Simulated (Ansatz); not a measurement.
## How Pd(110) screens a field

Aim: image plane and induced charge of Pd(110).

Program: Ansatz 0.2.0. Level of theory: plane-wave DFT, LDA, Ansatz PAW (set soft_1); PAW set soft_1, in the first sound run; inputs show where later runs differ. Results are calculated unless marked as measured.

## 1. Starting point

The cell holds 7 atoms: 7 Pd. Cell: a = 3.890 Å, b = 2.751 Å, c = 26.252 Å, α = 90.0°, β = 90.0°, γ = 90.0°. Vacuum lies along c.

## 2. Atoms held, field 0

A sawtooth potential applies the field, turning back in the middle of the vacuum. With the dipole correction the typed value is the field outside the slab. The induced dipole is small, so the SCF threshold is tight.

The input, input.yaml:

```yaml
crystal:
  lattice:
    - [3.89, 0.0, 0.0]
    - [0.0, 2.7506453788, 0.0]
    - [0.0, 0.0, 26.2519361364]
  atoms:
    - { symbol: Pd, position: [0.0, 0.0, 0.3428318564] }
    - { symbol: Pd, position: [0.5, 0.5, 0.3952212376] }
    - { symbol: Pd, position: [0.0, 0.0, 0.4476106188] }
    - { symbol: Pd, position: [0.5, 0.5, 0.5] }
    - { symbol: Pd, position: [0.0, 0.0, 0.5523893812] }
    - { symbol: Pd, position: [0.5, 0.5, 0.6047787624] }
    - { symbol: Pd, position: [0.0, 0.0, 0.6571681436] }
kpoints:
  mp_grid: { grid: [14, 18, 1] }
hamiltonian:
  xc: lda
  pseudopotentials: { kind: paw, azcp: { folder: soft_1 }, xc_functional: pbe }
scf:
  occupations: { method: fermi_dirac, width: 0.1 }
  convergence: { dr2_threshold: 1.0e-10 }
efield:
  axis: 3
  dipole_correction: true
  ramp_position: 0.97
  ramp_width: 0.06
  amplitude: 0
output:
  forces: true
  write_potential: true
  write_density: true
  volumetric_format: npy
```

Command:

```console
$ ansatz run input.yaml --threads 4 --pin off --max-ram 6144MiB --backend cpu --events-out ev --progress --plain --runs-dir out
```

Numbers of over 12 decimals in the logs are rounded to 6 here.

The program printed:

```text
Engine: ansatz 0.2.0, aarch64-unknown-linux-gnu
Pseudopotentials: kind: paw
Pseudopotential: Pd, paw, valence charge 18, recommended cutoff 420 eV (normal), soft_1/Pd.paw.azcp
Functional definition: SPW92
  exchange = slater_x
  correlation = pw_c
Crystal: 7 atoms, lattice volume = 280.896 Å³
Basis set: ecut = 420 eV, 5495 PW (Γ)
Bands: 76, of which v1, the nominal top of the filled ones, is band 63 counted from 1 (62 counted from 0)
Symmetry: 4 space group operations
k-points: 80 of 252
Non-local potential: Pd, projectors of the file, l = 0: 2, l = 1: 2, l = 2: 2, l = 3: 1
PAW form: soft (Blöchl's): semilocal exchange-correlation on the pseudo side does not see the compensation charge
PAW frozen core: Pd, regenerated for the run's functional, and the local potential with it (the file was generated under x = pbe(κ = 0.804, μ = 0.219515), c = pbe(β = 0.066725))
PAW one-centre angular grid: Pd, 590 points (default); XC on 64 Gauss nodes
Initial density: superposition of atomic densities (neutral atoms: chi_scale 0, normalization atom)
Initial wavefunctions: pseudopotential atomic-orbital guess
Functional: x = slater, c = lda
SCF iter   1: F=—  HF=-47918.538179 eV  |F-HF|=—  |Δ(HF+E_count)|=         —  Δρ=1.11e-1  dr2=4.70e1  ethr=3.10e-3  p=0.000 e·Å  D=2.53e-14 V/Å  ΔV_dip=-0.00 eV  dr2_dipole=1.66e-9  V_vac-E_F(+/−)=2.79/2.79 eV  ⟨swp⟩=6.9  Hψ=23795  notcnv=0  defer=52
efield: sawtooth ramp at fractional position 0.9700 (set: `efield.ramp_position`, or a place that a band, a saddle search or an elastic batch's reference lends), width 0.0600; the density the first Hamiltonian is built on has a dipole p = 0.000 e·Å; the dipole correction subtracts the counter field D = 2.53e-14 V/Å, which shifts the + side's vacuum level by -0.00 eV against the − side's; the planar-averaged density in the ramp window peaks in size at 4.5e-7 e/Å³
preconditioner: auto → LDOS  [metal: Δε(μ)=0.001 eV  Ē_g=6.253 eV  σ=0.100 eV  W_gap=0.00  n_scr=58 (ndim 8)  ℏωp=18.5 eV  f_vac=0.588  D(μ)=13.91/eV (n_scr^D=136)  β→1.0]
SCF iter   2: F=—  HF=-47922.239796 eV  |F-HF|=—  |Δ(HF+E_count)|=    3.70e0  Δρ=1.33e-1  dr2=4.55e1  ethr=3.10e-3  p=0.000 e·Å  D=3.52e-5 V/Å  ΔV_dip=-0.00 eV  dr2_dipole=1.63e-7  V_vac-E_F(+/−)=4.19/4.19 eV  ⟨swp⟩=4.0  Hψ=16931  notcnv=0  defer=181
SCF iter   3: F=—  HF=-47909.672644 eV  |F-HF|=—  |Δ(HF+E_count)|=    1.26e1  Δρ=2.15e-2  dr2=1.91e0  ethr=3.10e-3  p=0.000 e·Å  D=1.47e-5 V/Å  ΔV_dip=-0.00 eV  dr2_dipole=3.82e-8  V_vac-E_F(+/−)=4.74/4.74 eV  ⟨swp⟩=3.1  Hψ=15959  notcnv=0  defer=313
SCF iter   4: F=—  HF=-47909.475737 eV  |F-HF|=—  |Δ(HF+E_count)|=   1.97e-1  Δρ=4.13e-3  dr2=4.86e-1  ethr=1.51e-3  p=0.000 e·Å  D=3.06e-6 V/Å  ΔV_dip=-0.00 eV  dr2_dipole=9.88e-12  V_vac-E_F(+/−)=4.88/4.88 eV  ⟨swp⟩=2.3  Hψ=10001  notcnv=0  defer=279
SCF iter   5: F=—  HF=-47909.442319 eV  |F-HF|=—  |Δ(HF+E_count)|=   3.34e-2  Δρ=2.41e-3  dr2=3.00e-2  ethr=3.86e-4  p=0.000 e·Å  D=1.06e-6 V/Å  ΔV_dip=-0.00 eV  dr2_dipole=7.31e-10  V_vac-E_F(+/−)=5.18/5.18 eV  ⟨swp⟩=2.4  Hψ=8759  notcnv=0  defer=278
SCF iter   6: F=—  HF=-47909.440733 eV  |F-HF|=—  |Δ(HF+E_count)|=   1.59e-3  Δρ=9.78e-4  dr2=4.88e-3  ethr=2.38e-5  p=-0.000 e·Å  D=-5.07e-8 V/Å  ΔV_dip=0.00 eV  dr2_dipole=4.44e-10  V_vac-E_F(+/−)=5.24/5.24 eV  ⟨swp⟩=2.0  Hψ=8539  notcnv=0  defer=278
SCF iter   7: F=—  HF=-47909.440518 eV  |F-HF|=—  |Δ(HF+E_count)|=   2.15e-4  Δρ=5.68e-4  dr2=1.75e-3  ethr=3.88e-6  p=-0.000 e·Å  D=-1.61e-7 V/Å  ΔV_dip=0.00 eV  dr2_dipole=5.30e-11  V_vac-E_F(+/−)=5.25/5.25 eV  ⟨swp⟩=1.8  Hψ=7013  notcnv=0  defer=277
SCF iter   8: F=—  HF=-47909.440429 eV  |F-HF|=—  |Δ(HF+E_count)|=   8.83e-5  Δρ=2.05e-4  dr2=1.88e-4  ethr=1.39e-6  p=-0.000 e·Å  D=-8.82e-8 V/Å  ΔV_dip=0.00 eV  dr2_dipole=7.51e-13  V_vac-E_F(+/−)=5.24/5.24 eV  ⟨swp⟩=1.7  Hψ=6499  notcnv=0  defer=277
SCF iter   9: F=—  HF=-47909.440429 eV  |F-HF|=—  |Δ(HF+E_count)|=   7.59e-7  Δρ=5.19e-5  dr2=2.87e-5  ethr=1.49e-7  p=-0.000 e·Å  D=-2.37e-8 V/Å  ΔV_dip=0.00 eV  dr2_dipole=1.84e-12  V_vac-E_F(+/−)=5.23/5.23 eV  ⟨swp⟩=2.1  Hψ=8541  notcnv=0  defer=275
SCF iter  10: F=—  HF=-47909.440429 eV  |F-HF|=—  |Δ(HF+E_count)|=   3.02e-7  Δρ=3.25e-5  dr2=3.59e-6  ethr=2.28e-8  p=0.000 e·Å  D=1.04e-9 V/Å  ΔV_dip=-0.00 eV  dr2_dipole=5.42e-13  V_vac-E_F(+/−)=5.24/5.24 eV  ⟨swp⟩=2.3  Hψ=9050  notcnv=0  defer=275
SCF iter  11: F=—  HF=-47909.440473 eV  |F-HF|=—  |Δ(HF+E_count)|=   4.43e-5  Δρ=9.84e-6  dr2=7.89e-7  ethr=2.85e-9  p=0.000 e·Å  D=5.40e-9 V/Å  ΔV_dip=-0.00 eV  dr2_dipole=1.94e-13  V_vac-E_F(+/−)=5.24/5.24 eV  ⟨swp⟩=2.9  Hψ=10120  notcnv=0  defer=275
SCF iter  12: F=—  HF=-47909.440474 eV  |F-HF|=—  |Δ(HF+E_count)|=   1.80e-7  Δρ=2.74e-6  dr2=3.70e-8  ethr=6.26e-10  p=0.000 e·Å  D=8.23e-10 V/Å  ΔV_dip=-0.00 eV  dr2_dipole=2.10e-15  V_vac-E_F(+/−)=5.24/5.24 eV  ⟨swp⟩=1.6  Hψ=6880  notcnv=0  defer=275
SCF iter  13: F=—  HF=-47909.440474 eV  |F-HF|=—  |Δ(HF+E_count)|=   2.66e-9  Δρ=1.35e-6  dr2=1.05e-8  ethr=2.94e-11  p=0.000 e·Å  D=1.10e-9 V/Å  ΔV_dip=-0.00 eV  dr2_dipole=1.50e-15  V_vac-E_F(+/−)=5.24/5.24 eV  ⟨swp⟩=2.1  Hψ=8688  notcnv=0  defer=275
SCF iter  14: F=—  HF=-47909.440474 eV  |F-HF|=—  |Δ(HF+E_count)|=   4.45e-9  Δρ=7.46e-7  dr2=3.11e-9  ethr=8.33e-12  p=0.000 e·Å  D=1.40e-10 V/Å  ΔV_dip=-0.00 eV  dr2_dipole=1.62e-15  V_vac-E_F(+/−)=5.24/5.24 eV  ⟨swp⟩=1.6  Hψ=6932  notcnv=0  defer=275
SCF iter  15: F=—  HF=-47909.440474 eV  |F-HF|=—  |Δ(HF+E_count)|=  3.93e-10  Δρ=3.40e-7  dr2=5.60e-10  ethr=2.46e-12  p=0.000 e·Å  D=1.27e-10 V/Å  ΔV_dip=-0.00 eV  dr2_dipole=2.58e-19  V_vac-E_F(+/−)=5.24/5.24 eV  ⟨swp⟩=2.0  Hψ=7784  notcnv=0  defer=275
SCF iter  16: F=—  HF=-47909.440474 eV  |F-HF|=—  |Δ(HF+E_count)|=  1.16e-10  Δρ=1.62e-7  dr2=1.34e-10  ethr=1.00e-12  p=-0.000 e·Å  D=-4.35e-10 V/Å  ΔV_dip=0.00 eV  dr2_dipole=5.22e-16  V_vac-E_F(+/−)=5.24/5.24 eV  ⟨swp⟩=1.8  Hψ=6465  notcnv=0  defer=275
SCF iter  17: F=-47909.440474 eV  HF=-47909.440474 eV  |F-HF|=2.91e-11  |Δ(HF+E_count)|=    0.00e0  Δρ=5.54e-8  dr2=3.05e-11  ethr=1.00e-12  p=0.000 e·Å  D=1.75e-10 V/Å  ΔV_dip=-0.00 eV  dr2_dipole=3.84e-17  V_vac-E_F(+/−)=5.24/5.24 eV  ⟨swp⟩=19.0  Hψ=38302  notcnv=0
SCF 1 converged in 17 iterations: F = -47909.440474 eV  dr2 = 3.05e-11
  greatest PAW one-centre occupation: 0.999 electrons in one spin orbital (limit 2), on the Pd atom at site 0 (counted from 0), in its partial waves of l = 0
WARN: The output density's exchange-correlation potential varies sharply where the density is thin. Do not read a vacuum level from v_tot or v_xc, or from such a field of the output density. On a cell that repeats whose density bears no net charge and no dipole along the vacuum's axis use v_es (v_loc + v_h of the components); under efield.dipole_correction with no amplitude use v_es + v_field, which holds any externa [...]
SCF converged after 17 iterations
Free energy (F): -47909.440474 eV
Harris-Foulkes:  -47909.440474 eV  (|F-HF|=2.91e-11)
Internal energy: -47908.957916 eV  (E = F + TS)
E sigma→0 (E₀):  -47909.199195 eV
Entropy (-TS):   -0.482557 eV (-68.937 meV/atom)
Fermi energy:    3.770665 eV
Dipole field:    D = 0.000000 V/Å  (p = 0.000000 e·Å, saw-weighted, corrected)
Work function:   Φ+ = 5.2364 eV   Φ− = 5.2364 eV
Levels:          The Fermi level and band energies are counted from a zero that moves with the ramp; work functions are not
--- Per-component energies (eV) ---
  E_band       = -2946.179779
  E_kinetic    = 3134.732575
  E_local      = -249830.067118  (includes V_loc(G=0)·N_el)
  E_nonlocal   = 2636.158064
  E_hartree    = 122666.689363
  E_xc         = -959.005710
  E_vxc        = -1217.711930  (∫ρ·V_xc dr)
  E_paw        = -25781.851554  (= ΣΔE_a)
  E_vpaw       = -3002.672155  (= ΣTr[D̂ρ^β])
  E_aug_tail   = 0.001421  (compensation charges beyond the density's cutoff)
  E_efield     = 0.000000  (sawtooth field / dipole correction)
  E_vefield    = 0.000000  (∫n·V_field dr)
  E_ewald      = 100219.619903
  E_core_change = 4.765139  (= ΣΔE_core)
  E_smearing   = -0.482557  (= −TS)
  E_closure    = -0.000000  (closes the sum)
  Σ components = -47909.440474   (vs F -47909.440474, Δ=0.00e0)
--- Forces (eV/Å), atoms counted from 1 ---
  atom   1  Pd     0.00000000     0.00000000     0.94804196
  atom   2  Pd     0.00000000     0.00000000    -0.37519448
  atom   3  Pd     0.00000000     0.00000000    -0.07280727
  atom   4  Pd     0.00000000     0.00000000     0.00000003
  atom   5  Pd     0.00000000     0.00000000     0.07280729
  atom   6  Pd     0.00000000     0.00000000     0.37519446
  atom   7  Pd     0.00000000     0.00000000    -0.94804197
  max |Σ_I F_I| component: 3.27e-9 eV/Å
--- Band table (eV; the first three rows and the last of 80) ---
  k-point 0: bands = [... 59 lower, 3.3497, 3.3662, 3.3891, 3.6477, 3.6564, 3.8215, 4.0112, 4.3983, ... 9 higher]
  k-point 1: bands = [... 59 lower, 3.2493, 3.4458, 3.4674, 3.5210, 3.6020, 3.8996, 3.9187, 4.4445, ... 9 higher]
  k-point 2: bands = [... 59 lower, 3.1092, 3.4135, 3.4607, 3.4753, 3.5506, 3.7748, 4.0032, 4.5755, ... 9 higher]
  k-point 79: bands = [... 59 lower, 3.7573, 3.8277, 3.9160, 3.9374, 5.6186, 5.7559, 7.5608, 7.8369, ... 9 higher]
```

The job ended after 2.3 min (4 threads of Arm Neoverse N1, shared host; peak memory 1.4 GiB).

Numbers from this step:

* energy at zero smearing: -47909.1992 eV
* work function, upper face: 5.236 eV
* dipole along the normal: 1.12e-8 e·Å

Running mean over 1.375 Å of the planar mean; the ramp of the sawtooth is left out. Table of electron's electrostatic potential energy less the Fermi level by z:

z (Å), electron's electrostatic potential energy less the Fermi level (eV) and a bar from the least value:
```
      3.5       5.24 ##############################
      4.0       5.24 ##############################
      4.5       5.24 ##############################
      5.0       5.24 ##############################
      5.5       5.23 ##############################
      6.0       5.22 ##############################
      6.5       5.17 ##############################
      7.0       5.00 #############################
      7.5       4.22 ############################
      8.0       1.23 #####################
      8.5      -3.78 ###########
      9.0      -7.35 ###
      9.5      -8.38 #
     10.0      -8.59 #
     10.5      -8.73 
     11.0      -8.81 
     11.5      -8.84 
     12.0      -8.85 
     12.5      -8.85 
     13.0      -8.85 
     13.5      -8.85 
     14.0      -8.85 
     14.5      -8.84 
     15.0      -8.83 
     15.5      -8.78 
     16.0      -8.67 
     16.5      -8.51 #
     17.0      -8.08 ##
     17.5      -5.95 ######
     18.0      -1.24 ################
     18.5       3.08 #########################
     19.0       4.75 #############################
     19.5       5.11 ##############################
     20.0       5.20 ##############################
     20.5       5.23 ##############################
     21.0       5.23 ##############################
     21.5       5.24 ##############################
     22.0       5.24 ##############################
     22.5       5.24 ##############################
     23.0       5.24 ##############################
```

Force by atom:

| atom | x (eV/Å) | y (eV/Å) | z (eV/Å) | size |
| --- | --- | --- | --- | --- |
| Pd1 | 0.000 | 0.000 | 0.948 | 0.948 |
| Pd2 | 0.000 | 0.000 | -0.375 | 0.375 |
| Pd3 | 0.000 | 0.000 | -0.073 | 0.073 |
| Pd4 | 0.000 | 0.000 | 0.000 | 0.000 |
| Pd5 | 0.000 | 0.000 | 0.073 | 0.073 |
| Pd6 | 0.000 | 0.000 | 0.375 | 0.375 |
| Pd7 | 0.000 | 0.000 | -0.948 | 0.948 |

The work function of the upper face is 5.24 eV.

## 3. Atoms held, field 0.05 V/Å

Edit input.yaml of step 2 so:

```diff
@@ -26,3 +26,3 @@
   ramp_width: 0.06
-  amplitude: 0
+  amplitude: 0.05
 output:
```

The program printed:

```text
[...]
Crystal: 7 atoms, lattice volume = 280.896 Å³
Basis set: ecut = 420 eV, 5495 PW (Γ)
Bands: 76, of which v1, the nominal top of the filled ones, is band 63 counted from 1 (62 counted from 0)
Symmetry: 4 space group operations
k-points: 80 of 252
[...]
k-point 0: bands = [... 59 lower, 3.3496, 3.3661, 3.3889, 3.6476, 3.6562, 3.8214, 4.0111, 4.3981, ... 9 higher]
  k-point 1: bands = [... 59 lower, 3.2492, 3.4457, 3.4672, 3.5209, 3.6019, 3.8995, 3.9185, 4.4443, ... 9 higher]
  k-point 2: bands = [... 59 lower, 3.1090, 3.4133, 3.4605, 3.4751, 3.5504, 3.7747, 4.0030, 4.5753, ... 9 higher]
  k-point 79: bands = [... 59 lower, 3.7572, 3.8275, 3.9158, 3.9373, 5.6185, 5.7557, 7.5606, 7.8367, ... 9 higher]
[key lines of the parts left out:]
SCF converged after 17 iterations
Free energy (F): -47909.441289 eV
Fermi energy:    3.770508 eV
Dipole field:    D = 0.021006 V/Å  (p = 0.032608 e·Å, saw-weighted, corrected)
```

The job ended after 2.3 min (4 threads; peak memory 1.4 GiB).

The dipole is 0.0326 e·Å.

## 4. Atoms held, field -0.05 V/Å

Edit input.yaml of step 3 so:

```diff
@@ -26,3 +26,3 @@
   ramp_width: 0.06
-  amplitude: 0.05
+  amplitude: -0.05
 output:
```

The program printed:

```text
[...]
Crystal: 7 atoms, lattice volume = 280.896 Å³
Basis set: ecut = 420 eV, 5495 PW (Γ)
Bands: 76, of which v1, the nominal top of the filled ones, is band 63 counted from 1 (62 counted from 0)
Symmetry: 4 space group operations
k-points: 80 of 252
[...]
k-point 0: bands = [... 59 lower, 3.3496, 3.3661, 3.3889, 3.6476, 3.6562, 3.8214, 4.0111, 4.3981, ... 9 higher]
  k-point 1: bands = [... 59 lower, 3.2492, 3.4457, 3.4672, 3.5209, 3.6019, 3.8995, 3.9185, 4.4443, ... 9 higher]
  k-point 2: bands = [... 59 lower, 3.1090, 3.4133, 3.4605, 3.4751, 3.5504, 3.7747, 4.0030, 4.5753, ... 9 higher]
  k-point 79: bands = [... 59 lower, 3.7572, 3.8275, 3.9158, 3.9373, 5.6185, 5.7557, 7.5606, 7.8367, ... 9 higher]
[key lines of the parts left out:]
SCF converged after 17 iterations
Free energy (F): -47909.441289 eV
Fermi energy:    3.770508 eV
Dipole field:    D = -0.021006 V/Å  (p = -0.032608 e·Å, saw-weighted, corrected)
```

It took 2.3 min on 4 threads; peak memory 1.4 GiB.

The dipole is -0.0326 e·Å.

## 5. Single point, field 0.1 V/Å

Edit input.yaml of step 4 so:

```diff
@@ -24,5 +24,5 @@
   dipole_correction: true
-  ramp_position: 0.97
-  ramp_width: 0.06
-  amplitude: -0.05
+  ramp_position: 0.9653
+  ramp_width: 0.0693
+  amplitude: 0.1
 output:
```

The program printed:

```text
[...]
Crystal: 7 atoms, lattice volume = 280.896 Å³
Basis set: ecut = 420 eV, 5495 PW (Γ)
Bands: 76, of which v1, the nominal top of the filled ones, is band 63 counted from 1 (62 counted from 0)
Symmetry: 4 space group operations
k-points: 80 of 252
[...]
k-point 0: bands = [... 59 lower, 3.3492, 3.3657, 3.3884, 3.6472, 3.6558, 3.8210, 4.0107, 4.3976, ... 9 higher]
  k-point 1: bands = [... 59 lower, 3.2488, 3.4453, 3.4667, 3.5205, 3.6015, 3.8991, 3.9181, 4.4437, ... 9 higher]
  k-point 2: bands = [... 59 lower, 3.1086, 3.4129, 3.4601, 3.4748, 3.5499, 3.7743, 4.0026, 4.5748, ... 9 higher]
  k-point 79: bands = [... 59 lower, 3.7568, 3.8271, 3.9154, 3.9369, 5.6181, 5.7553, 7.5603, 7.8363, ... 9 higher]
[key lines of the parts left out:]
SCF converged after 17 iterations
Free energy (F): -47909.443734 eV
Fermi energy:    3.770112 eV
Dipole field:    D = 0.042013 V/Å  (p = 0.065218 e·Å, saw-weighted, corrected)
```

Elapsed: 2.3 min, on 4 threads; peak memory 1.4 GiB.

The dipole is 0.0652 e·Å.

## 6. Atoms held, field -0.1 V/Å

Edit input.yaml of step 5 so:

```diff
@@ -26,3 +26,3 @@
   ramp_width: 0.0693
-  amplitude: 0.1
+  amplitude: -0.1
 output:
```

The program printed:

```text
[...]
Crystal: 7 atoms, lattice volume = 280.896 Å³
Basis set: ecut = 420 eV, 5495 PW (Γ)
Bands: 76, of which v1, the nominal top of the filled ones, is band 63 counted from 1 (62 counted from 0)
Symmetry: 4 space group operations
k-points: 80 of 252
[...]
k-point 0: bands = [... 59 lower, 3.3490, 3.3655, 3.3883, 3.6470, 3.6557, 3.8208, 4.0105, 4.3974, ... 9 higher]
  k-point 1: bands = [... 59 lower, 3.2486, 3.4451, 3.4665, 3.5203, 3.6013, 3.8989, 3.9180, 4.4436, ... 9 higher]
  k-point 2: bands = [... 59 lower, 3.1085, 3.4128, 3.4600, 3.4746, 3.5498, 3.7741, 4.0025, 4.5746, ... 9 higher]
  k-point 79: bands = [... 59 lower, 3.7566, 3.8269, 3.9153, 3.9367, 5.6180, 5.7552, 7.5601, 7.8362, ... 9 higher]
[key lines of the parts left out:]
SCF converged after 17 iterations
Free energy (F): -47909.443734 eV
Fermi energy:    3.769960 eV
Dipole field:    D = -0.042013 V/Å  (p = -0.065218 e·Å, saw-weighted, corrected)
```

It took 2.3 min on 4 threads; peak memory 1.4 GiB.

The dipole is -0.0652 e·Å.

## 7. Single point, field 0.2 V/Å

Edit input.yaml of step 6 so:

```diff
@@ -26,3 +26,3 @@
   ramp_width: 0.0693
-  amplitude: -0.1
+  amplitude: 0.2
 output:
```

The program printed:

```text
[...]
Crystal: 7 atoms, lattice volume = 280.896 Å³
Basis set: ecut = 420 eV, 5495 PW (Γ)
Bands: 76, of which v1, the nominal top of the filled ones, is band 63 counted from 1 (62 counted from 0)
Symmetry: 4 space group operations
k-points: 80 of 252
[...]
k-point 0: bands = [... 59 lower, 3.3474, 3.3639, 3.3862, 3.6454, 3.6540, 3.8192, 4.0089, 4.3953, ... 9 higher]
  k-point 1: bands = [... 59 lower, 3.2469, 3.4435, 3.4646, 3.5187, 3.5997, 3.8973, 3.9163, 4.4414, ... 9 higher]
  k-point 2: bands = [... 59 lower, 3.1068, 3.4111, 3.4583, 3.4729, 3.5478, 3.7725, 4.0008, 4.5724, ... 9 higher]
  k-point 79: bands = [... 59 lower, 3.7550, 3.8253, 3.9136, 3.9351, 5.6164, 5.7536, 7.5585, 7.8346, ... 9 higher]
[key lines of the parts left out:]
SCF converged after 17 iterations
Free energy (F): -47909.453518 eV
Fermi energy:    3.768296 eV
Dipole field:    D = 0.084037 V/Å  (p = 0.130454 e·Å, saw-weighted, corrected)
```

It took 2.3 min on 4 threads; peak memory 1.4 GiB.

The dipole is 0.130 e·Å.

## 8. Atoms held, field -0.2 V/Å

Edit input.yaml of step 7 so:

```diff
@@ -26,3 +26,3 @@
   ramp_width: 0.0693
-  amplitude: 0.2
+  amplitude: -0.2
 output:
```

The program printed:

```text
[...]
Crystal: 7 atoms, lattice volume = 280.896 Å³
Basis set: ecut = 420 eV, 5495 PW (Γ)
Bands: 76, of which v1, the nominal top of the filled ones, is band 63 counted from 1 (62 counted from 0)
Symmetry: 4 space group operations
k-points: 80 of 252
[...]
k-point 0: bands = [... 59 lower, 3.3471, 3.3636, 3.3859, 3.6451, 3.6537, 3.8188, 4.0086, 4.3950, ... 9 higher]
  k-point 1: bands = [... 59 lower, 3.2466, 3.4431, 3.4642, 3.5184, 3.5994, 3.8970, 3.9160, 4.4411, ... 9 higher]
  k-point 2: bands = [... 59 lower, 3.1065, 3.4108, 3.4580, 3.4726, 3.5475, 3.7722, 4.0005, 4.5721, ... 9 higher]
  k-point 79: bands = [... 59 lower, 3.7547, 3.8250, 3.9133, 3.9348, 5.6160, 5.7533, 7.5582, 7.8343, ... 9 higher]
[key lines of the parts left out:]
SCF converged after 17 iterations
Free energy (F): -47909.453518 eV
Fermi energy:    3.767991 eV
Dipole field:    D = -0.084037 V/Å  (p = -0.130454 e·Å, saw-weighted, corrected)
```

Wall time 2.3 min (4 threads); peak memory 1.4 GiB; 9.3 min of CPU time.

The dipole is -0.130 e·Å.

[end of part 1 of 2]

[Logs are printed without paths, hosts, clocks, repeated set-up lines and the standing remarks that a program may print on its own settings, such as how far it seeks lower states.]

[Hosts, paths, dates, database ids (printed as entryN), source tags and the programs' standing remarks are cut or masked in the printed files.]

[Maps of the electrostatic potential energy from Ansatz leave out the sawtooth potential of an applied field or a dipole correction, so their vacuum need not be flat; planar profiles and work functions include it.]
